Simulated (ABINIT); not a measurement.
# Calculated records

```
A GW chain in ABINIT: SrTiO3 (Tausonite)
1.0
     3.90528    0.00000    0.00000
     0.00000    3.90528    0.00000
     0.00000    0.00000    3.90528
Sr Ti O
1 1 3
Direct
  0.50000 0.50000 0.50000
  0.00000 0.00000 0.00000
  0.50000 0.00000 0.00000
  0.00000 0.50000 0.00000
  0.00000 0.00000 0.50000
# method: RPA screening on PBE, plane waves, norm-conserving pseudopotentials (and 2 further levels or steps)
# program: ABINIT 10.8.3
# settings: cutoff 38 Ha, PseudoDojo scalar-relativistic 0.4.1 standard, norm-conserving, potential set dojo-sr-pbe-0.4.1-standard, ngkpt (4, 4, 4), nband 147, ecuteps 4.8 Ha, inclvkb 2, shiftk (0, 0, 0), symchi 1, awtr 1, frequency ppm, 4×4×4 k-mesh
# cost: 5 runs, 21 min in all on 4 MPI ranks of Arm Neoverse N1, shared host
# notes: The program’s warnings: nkpt*nsppol () is not a multiple of nproc spkpt (). The cell and positions come from the Crystallography Open Database and are kept as given unless a step says otherwise. Limits: no spin-orbit coupling. The 4×4×4 mesh is coarse for this cell, which bears on the long-range parts of exchange and screening.
# PBE gap: 1.91 eV, indirect
# G0W0 gap on the mesh: 3.47 eV
# GW settings: 4×4×4 mesh, 147 bands, screening to 130.6 eV, Godby-Needs plasmon pole
# known limits: short of the basis limit; no spin-orbit coupling; coarse k mesh
```

[Long decimals in the printed logs are rounded to 6 places.]

[Logs are printed without paths, hosts, clocks, repeated set-up lines and the standing remarks that a program may print on its own settings, such as how far it seeks lower states.]

[Paths, hosts, dates, memory and timing lines, banners, echoed tables and standing remarks are left out of the program output; an Ansatz launch command may be rebuilt from the run's recorded settings. Measured values are a selection of at most five: reports struck by readers or far from the other reports are left out. None is set beside runs whose start may be inverted or whose files or cutoffs have a known fault.]

[Runs of the session that timed out or met a known fault of the program may be left out.]

[Hosts, paths, dates, database ids (printed as entryN), source tags and the programs' standing remarks are cut or masked in the printed files.]

[G0W0 gaps are taken among the corrected bands and points alone; a level outside them can change the order at an edge.]

[Where Ansatz stands beside ABINIT at settings called matched, ABINIT's density can come from a denser mesh and the files from another edition; pairs whose starting gaps differed by over 0.03 eV were left out, so agreement reads better than it is.]
